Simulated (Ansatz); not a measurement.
## G0W0 on several functionals: CaTiN2 (Pmmn)

Aim: G0W0 for CaTiN2 (Pmmn) on several starting functionals, at one mesh, band count and screening cutoff.

Program: Ansatz 0.2.0. Level of theory: G0W0 on several functionals, plane waves, PAW. Results are calculated unless marked as measured.

### Step 1. The structure

The structure is orthorhombic, space group Pmmn (No. 59). The conventional cell has a = 3.613 Å, b = 3.937 Å, c = 7.542 Å, α = 90.00°, β = 90.00°, γ = 90.00°. Ca has 7 N at 2.37 to 3.02 Å nearest. Ti has 5 N at 1.84 to 2.03 Å nearest. Nearest to N lie 4 Ti at 2.02 to 2.03 Å and 2 Ca at 3.02 Å. Nearest to N lie 1 Ti at 1.84 Å and 5 Ca at 2.37 to 2.67 Å. Farther neighbours and most contacts between anions are not listed.

As a file:

```
Ca Ti N
1.0
     3.61310    0.00000    0.00000
     0.00000    3.93650    0.00000
     0.00000    0.00000    7.54210
Ca Ti N
2 2 4
Direct
  0.00000 0.50000 0.84964
  0.50000 0.00000 0.15036
  0.00000 0.50000 0.40755
  0.50000 0.00000 0.59245
  0.50000 0.50000 0.52833
  0.00000 0.00000 0.47167
  0.00000 0.50000 0.16420
  0.50000 0.00000 0.83580
```

Geometry: measured cell, ions relaxed with r2SCAN. The runs that relaxed it are not among those shown. The default PAW set here is soft_2. Its files were made with PBE.

### Step 2. G0W0 on r2SCAN

G0W0 replaces the xc potential by the self-energy, built once from these orbitals. Only a window of levels is corrected, while the sums run over the empty bands that the input names.

This step: G0W0 on r2SCAN, plane waves, PAW.

input.yaml reads:

```yaml
crystal:
  lattice:
    - [3.6131, 0.0, 0.0]
    - [0.0, 3.9365, 0.0]
    - [0.0, 0.0, 7.5421]
  atoms:
    - { symbol: Ca, position: [0.0, 0.5, 0.8496394539] }
    - { symbol: Ca, position: [0.5, 0.0, 0.1503605461] }
    - { symbol: Ti, position: [0.0, 0.5, 0.407547735] }
    - { symbol: Ti, position: [0.5, 0.0, 0.592452265] }
    - { symbol: "N", position: [0.5, 0.5, 0.5283250645] }
    - { symbol: "N", position: [0.0, 0.0, 0.4716749355] }
    - { symbol: "N", position: [0.0, 0.5, 0.1641950872] }
    - { symbol: "N", position: [0.5, 0.0, 0.8358049128] }
kpoints:
  mp_grid: { grid: [4, 4, 2] }
hamiltonian:
  xc: r2scan
scf:
  occupations: { method: fixed }
gw:
  n_empty_bands: 320
  ecut_chi: 120
  qp_bands: [v2, c2]
  qp_kpoints: band_edges
  screening: { model: contour_deformation }
```

The run is started by

```console
$ ansatz run input.yaml --threads 3 --pin off --max-ram 64512MiB --backend cuda --events-out ev --progress --plain --runs-dir out --devices 1 --max-vram 24GiB  # rebuilt from the run's record
```

Numbers of over 12 decimals in the logs are rounded to 6 here.

What it wrote:

```text
GPUs: using 1 of 1 available (devices: 1).
Engine: ansatz 0.2.0, x86_64-unknown-linux-gnu
Pseudopotentials: kind: paw
Pseudopotential: Ca, paw, valence charge 10, recommended cutoff 500 eV (meta_gga), Ca.paw.azcp
Pseudopotential: Ti, paw, valence charge 12, recommended cutoff 500 eV (meta_gga), Ti.paw.azcp
Pseudopotential: N, paw, valence charge 5, recommended cutoff 500 eV (meta_gga), N.paw.azcp
Functional definition: r2SCAN
  parameter k0 = 0.174
  parameter k1 = 0.065
  parameter a1 = 4.9479
  exchange = r2scan_x(k0 = k0, k1 = k1, a1 = a1)
  correlation = r2scan_c
device memory: the entry about to start is reckoned to put 2.7 GiB on a device that reports 68.4 GiB free (of which the cap on the GPU budget leaves the run 24.0 GiB)
GPU FFT provider: cuFFT
GPU libraries: cuBLAS 13.8.2, cuFFT 12.4.0, cuSOLVER 12.3.4
Crystal: 8 atoms, lattice volume = 107.271 Å³
Basis set: ecut = 500 eV, 2729 PW (Γ), exchange–correlation on 108×120×240 points (64 copies of the dense FFT grid, shifted against one another)
Bands: 40, of which v1, the nominal top of the filled ones, is band 32 counted from 1 (31 counted from 0)
Symmetry: 8 space group operations
Space group: Pmmn (ITA 59), of the structure as read, at distance tolerance 4.8e-5 Å
k-points: 18 of 32
Non-local potential: Ca, projectors of the file, l = 0: 3, l = 1: 2, l = 2: 2
Non-local potential: Ti, projectors of the file, l = 0: 3, l = 1: 2, l = 2: 3, l = 3: 1
Non-local potential: N, projectors of the file, l = 0: 2, l = 1: 2, l = 2: 1
PAW form: soft (Blöchl's): semilocal exchange-correlation on the pseudo side does not see the compensation charge
PAW frozen core: Ca, regenerated for the run's functional (the file was generated under x = pbe(κ = 0.804, μ = 0.219515), c = pbe(β = 0.066725))
PAW frozen core: Ti, regenerated for the run's functional (the file was generated under x = pbe(κ = 0.804, μ = 0.219515), c = pbe(β = 0.066725))
PAW frozen core: N, regenerated for the run's functional (the file was generated under x = pbe(κ = 0.804, μ = 0.219515), c = pbe(β = 0.066725))
PAW one-centre angular grid: Ca, 302 points (default); XC on 160 Gauss nodes
PAW one-centre angular grid: Ti, 590 points (default); XC on 160 Gauss nodes
PAW one-centre angular grid: N, 302 points (default); XC on 160 Gauss nodes
Initial density: superposition of atomic densities (neutral atoms: chi_scale 0, normalization atom), corrected by the library's trained network
Initial wavefunctions: pseudopotential atomic-orbital guess
GPU buffer pool allocated for 48600 grid points (all kernels)
GPU transforms: local potential and band sums: pruned to the plane-wave sphere, on 27×30×60
Functional: x = r2scan, c = r2scan; τ floored in thin density (d = 2e-4 eV/Å³)
SCF iter   1: F=—  HF=-10204.283318 eV  |F-HF|=—  |Δ(HF+E_count)|=         —  Δρ=1.77e-2  dr2=4.40e-1  dr2_τ=4.84e-1  ethr=1.77e-3  ⟨swp⟩=4.5  Hψ=2767  notcnv=0  defer=84
preconditioner: auto → Resta (q_TF=auto, 2.503 Å⁻¹)  ε∞=4.1  [insulator: Δε(μ)=1.353 eV  Ē_g=13.486 eV  n_scr=38 (ndim 8)  ℏωp=23.8 eV  f_vac=0.000  ε∞_Penn≈4.1]
SCF iter   2: F=—  HF=-10204.485671 eV  |F-HF|=—  |Δ(HF+E_count)|=   2.02e-1  Δρ=1.00e-2  dr2=1.12e-1  dr2_τ=2.50e-2  ethr=6.87e-4  ⟨swp⟩=2.7  Hψ=1447  notcnv=0  defer=88
SCF iter   3: F=—  HF=-10204.472543 eV  |F-HF|=—  |Δ(HF+E_count)|=   1.31e-2  Δρ=3.82e-3  dr2=1.05e-2  dr2_τ=5.91e-4  ethr=1.76e-4  ⟨swp⟩=2.5  Hψ=942  notcnv=0  defer=102
SCF iter   4: F=—  HF=-10204.472253 eV  |F-HF|=—  |Δ(HF+E_count)|=   2.90e-4  Δρ=1.50e-3  dr2=3.11e-3  dr2_τ=3.76e-4  ethr=1.64e-5  ⟨swp⟩=2.1  Hψ=997  notcnv=0  defer=108
SCF iter   5: F=—  HF=-10204.471919 eV  |F-HF|=—  |Δ(HF+E_count)|=   3.34e-4  Δρ=4.64e-4  dr2=2.17e-4  dr2_τ=2.50e-5  ethr=4.86e-6  ⟨swp⟩=2.0  Hψ=940  notcnv=0  defer=108
SCF iter   6: F=—  HF=-10204.471907 eV  |F-HF|=—  |Δ(HF+E_count)|=   1.26e-5  Δρ=1.49e-4  dr2=3.02e-5  dr2_τ=3.19e-6  ethr=3.40e-7  ⟨swp⟩=2.0  Hψ=957  notcnv=0  defer=93
SCF iter   7: F=—  HF=-10204.471905 eV  |F-HF|=—  |Δ(HF+E_count)|=   1.54e-6  Δρ=5.14e-5  dr2=3.87e-6  dr2_τ=1.47e-7  ethr=4.71e-8  ⟨swp⟩=2.0  Hψ=958  notcnv=0  defer=55
SCF iter   8: F=-10204.471905 eV  HF=-10204.471905 eV  |F-HF|=8.87e-9  |Δ(HF+E_count)|=   2.52e-7  Δρ=7.93e-6  dr2=7.50e-8  dr2_τ=5.11e-9  ethr=1.56e-10  ⟨swp⟩=9.1  Hψ=3385  notcnv=0
SCF 1 converged in 8 iterations: F = -10204.471905 eV  dr2 = 7.50e-8
  greatest PAW one-centre occupation: 1.001 electrons in one spin orbital (limit 2), on the Ti atom at site 3 (counted from 0), in its partial waves of l = 1
device memory: the entry about to start is reckoned to put 3.3 GiB on a device that reports 68.3 GiB free (of which the cap on the GPU budget leaves the run 24.0 GiB)
NSCF: frozen V_eff on 18 k-points
the band table was solved once the SCF had ended and its energy, with any forces and stress, was formed, with the checks that follow a solve (2922 applications of the Hamiltonian). They found nothing against the state; the energy, forces and stress were not computed again (output.eigenvalues in the input reference)
device memory: the entry about to start is reckoned to put 3.1 GiB on a device that reports 68.4 GiB free (of which the cap on the GPU budget leaves the run 24.0 GiB)
NSCF: frozen V_eff on 18 k-points
G₀W₀ screening: q 1/18
[... further progress lines ...]
SCF converged after 8 iterations
Free energy (F): -10204.471905 eV
Harris-Foulkes:  -10204.471905 eV  (|F-HF|=8.87e-9)
Internal energy: -10204.471905 eV  (E = F + TS)
E sigma→0 (E₀):  -10204.471905 eV
Fermi energy:    9.816229 eV
--- Per-component energies (eV) ---
  E_band       = -602.088182
  E_kinetic    = 1631.494551
  E_local      = -4414.813881  (includes V_loc(G=0)·N_el)
  E_nonlocal   = 314.214639
  E_hartree    = 1681.159360
  E_xc         = -704.037892
  E_vxc        = -1000.719676  (∫ρ·V_xc dr)
  E_paw        = -4353.304100  (= ΣΔE_a)
  E_vpaw       = -556.437965  (= ΣTr[D̂ρ^β])
  E_aug_tail   = 0.000253  (compensation charges beyond the density's cutoff)
  E_vtau       = 61.847223  (kinetic-family band-sum trace: ∫τ·v_τ [+ j·A + Jᵃ·Aᵃ] dr)
  E_ewald      = -4358.118332
  E_core_change = -1.066503  (= ΣΔE_core)
  E_smearing   = -0.000000  (= −TS)
  E_closure    = 0.000000  (closes the sum)
  Σ components = -10204.471905   (vs F -10204.471905, Δ=0.00e0)
--- Band table (eV; the first three rows and the last of 18) ---
  k-point 0: bands = [... 28 lower, 8.5694, 9.0922, 9.6967, 9.8162, 10.8859, 12.6396, 13.1580, 13.4750, ... 4 higher]
  k-point 1: bands = [... 28 lower, 8.7165, 9.1831, 9.5695, 9.6489, 10.8894, 12.8994, 12.9953, 13.1415, ... 4 higher]
  k-point 2: bands = [... 28 lower, 8.3184, 8.7778, 8.8628, 9.1284, 12.0930, 12.7317, 12.9261, 13.1162, ... 4 higher]
  k-point 17: bands = [... 28 lower, 8.1668, 8.1668, 8.8923, 8.8923, 12.5777, 12.5777, 12.6510, 12.6510, ... 4 higher]
--- G₀W₀: contour deformation, 7 samples at zero and on the imaginary axis and 1 off it, 32 q-points, 320 empty bands' worth ---
  eigenvalues of the whole cell's RPA ε∞ on this k-mesh (on a slab, of 1 + 4πα/V) = 6.6711, 9.2424, 10.5687; static W/v taken at q = 0 is 0.113331
  gw.qp_kpoints: band_edges: 9 of 18 stored k-points solved, in 1 pass; an edge of the gap read off the rows below is read off those points alone
    valence top: of the k-points left out ik 2 came nearest to being solved in a further pass, in band 32 (counted from 1, as in the quasiparticle table): it holds the edge there only if its correction is more favourable than any solved in that band by at least 0.556 eV; those differ by 0.301 eV
    conduction bottom: of the k-points left out ik 2 came nearest to being solved in a further pass, in band 33 (counted from 1, as in the quasiparticle table): it holds the edge there only if its correction is more favourable than any solved in that band by at least 1.141 eV; those differ by 0.146 eV
    ik  band        ε_KS         Σx   Σc(E_QP)       V_xc       Z   E_QP_lin       E_QP  E_QP is
     0    31      9.6967   -21.5444     2.6291   -19.0732  0.7298     9.8538     9.8546  root
     0    32      9.8162   -20.2238     2.6388   -17.5738  0.7272     9.8050     9.8050  root
     0    33     10.8859   -12.2472    -6.0923   -19.0976  0.7280    11.6800    11.6441  root
     0    34     12.6396    -6.2957    -4.6722   -11.6326  0.7771    13.3290    13.3042  root
     1    31      9.5695   -19.9662     2.6962   -17.2262  0.7261     9.5256     9.5257  root
     1    32      9.6489   -21.4455     2.5499   -19.0659  0.7297     9.8183     9.8192  root
     1    33     10.8894   -12.2536    -6.1012   -19.1135  0.7278    11.6840    11.6480  root
     1    34     12.8994   -10.5955    -5.3914   -16.7915  0.7350    13.7503    13.7039  root
     3    31      8.8971   -19.4657     2.8125   -16.5154  0.7189     8.7586     8.7593  root
     3    32      8.9844   -19.3458     2.6116   -16.6365  0.7205     8.8863     8.8867  root
     3    33     12.0837   -13.0516    -6.4897   -20.3792  0.7078    12.9758    12.9216  root
     3    34     12.2491   -10.6025    -5.4813   -16.8643  0.7420    13.0701    13.0297  root
     8    31      8.6292   -19.9150     2.7216   -17.1172  0.7189     8.5529     8.5531  root
     8    32      9.2404   -20.6760     2.6149   -18.1356  0.7243     9.3148     9.3150  root
     8    33     12.1903   -12.4800    -5.9906   -19.2809  0.7191    13.0476    13.0007  root
     8    34     12.5870   -10.1617    -5.4283   -16.3685  0.7406    13.4065    13.3655  root
     9    31      8.4147   -19.3725     2.9081   -16.2538  0.7175     8.2023     8.2041  root
     9    32      9.1559   -20.6975     2.7043   -18.0636  0.7258     9.2262     9.2265  root
     9    33     11.9041   -11.6055    -5.6306   -18.0311  0.7331    12.7419    12.6991  root
     9    34     12.9422   -12.3416    -6.5553   -19.7671  0.7083    13.8765    13.8124  root
    12    31      8.1161   -21.9041     3.1590   -18.7526  0.7090     8.1236     8.1236  root
    12    32      8.1161   -21.9041     3.1590   -18.7526  0.7090     8.1236     8.1236  root
    12    33     12.3338   -11.7839    -5.3163   -17.9017  0.7365    13.1794    13.1353  root
    12    34     12.3338   -11.7839    -5.3163   -17.9017  0.7365    13.1794    13.1353  root
[...]
16    31      9.3750   -19.9354     2.6430   -17.2631  0.7247     9.3458     9.3458  root
    16    32      9.3750   -19.9354     2.6430   -17.2631  0.7247     9.3458     9.3458  root
    16    33     12.1831    -9.3274    -5.0386   -15.0850  0.7520    12.9331    12.9021  root
    16    34     12.1831    -9.3274    -5.0386   -15.0850  0.7520    12.9331    12.9021  root
    17    31      8.8923   -18.8546     2.6937   -16.0304  0.7260     8.7612     8.7618  root
    17    32      8.8923   -18.8546     2.6937   -16.0304  0.7260     8.7612     8.7618  root
    17    33     12.5777   -12.0825    -5.6946   -18.4692  0.7235    13.2983    13.2697  root
    17    34     12.5777   -12.0825    -5.6946   -18.4692  0.7235    13.2983    13.2697  root
```

Elapsed: 16 s, on 1 × NVIDIA H100 80GB HBM3 (shared by 3 runs) with 3 threads of AMD EPYC 7R13 (Zen 3), shared host; peak memory 1.8 GiB.

Reading the cycles: dr2 is the Hartree energy of the density residual (eV), the measure of convergence; HF is the Harris–Foulkes estimate of the energy, which meets the free energy F at convergence.

Numbers from this step:

| Quantity | Value |
| --- | --- |
| bands summed | 352 |
| RPA ε∞ on this mesh (eigenvalues) | 6.671, 9.242, 10.57 |
| plane waves in the screening matrix | 325 |
| q-points in the mesh | 32 |
| G0W0 gap on the mesh | 1.789 eV |
| k of the valence top | 0, 0, 0 |
| k of the conduction bottom | 0, 0, 0 |
| starting gap on the mesh | 1.070 eV |
| Z at the valence top | 0.7298 |
| Z at the conduction bottom | 0.7280 |
| least direct G0W0 gap on the computed points | 1.789 eV |

The gap on the mesh goes from 1.07 eV to 1.79 eV, a correction of +0.72 eV, though a band edge has moved to another state.

(Part 1 of 2 ends here.)

[Paths, hosts, dates, memory and timing lines, banners, echoed tables and standing remarks are left out of the program output.]

[Logs are printed without paths, hosts, clocks, repeated set-up lines and the standing remarks that a program may print on its own settings, such as how far it seeks lower states.]

[Runs of the session that timed out or met a known fault of the program may be left out.]

[Cells called generated may have been cut or substituted from an entry of the Crystallography Open Database or the Materials Project.]

[Hosts, paths, dates, database ids (printed as entryN), source tags and the programs' standing remarks are cut or masked in the printed files.]
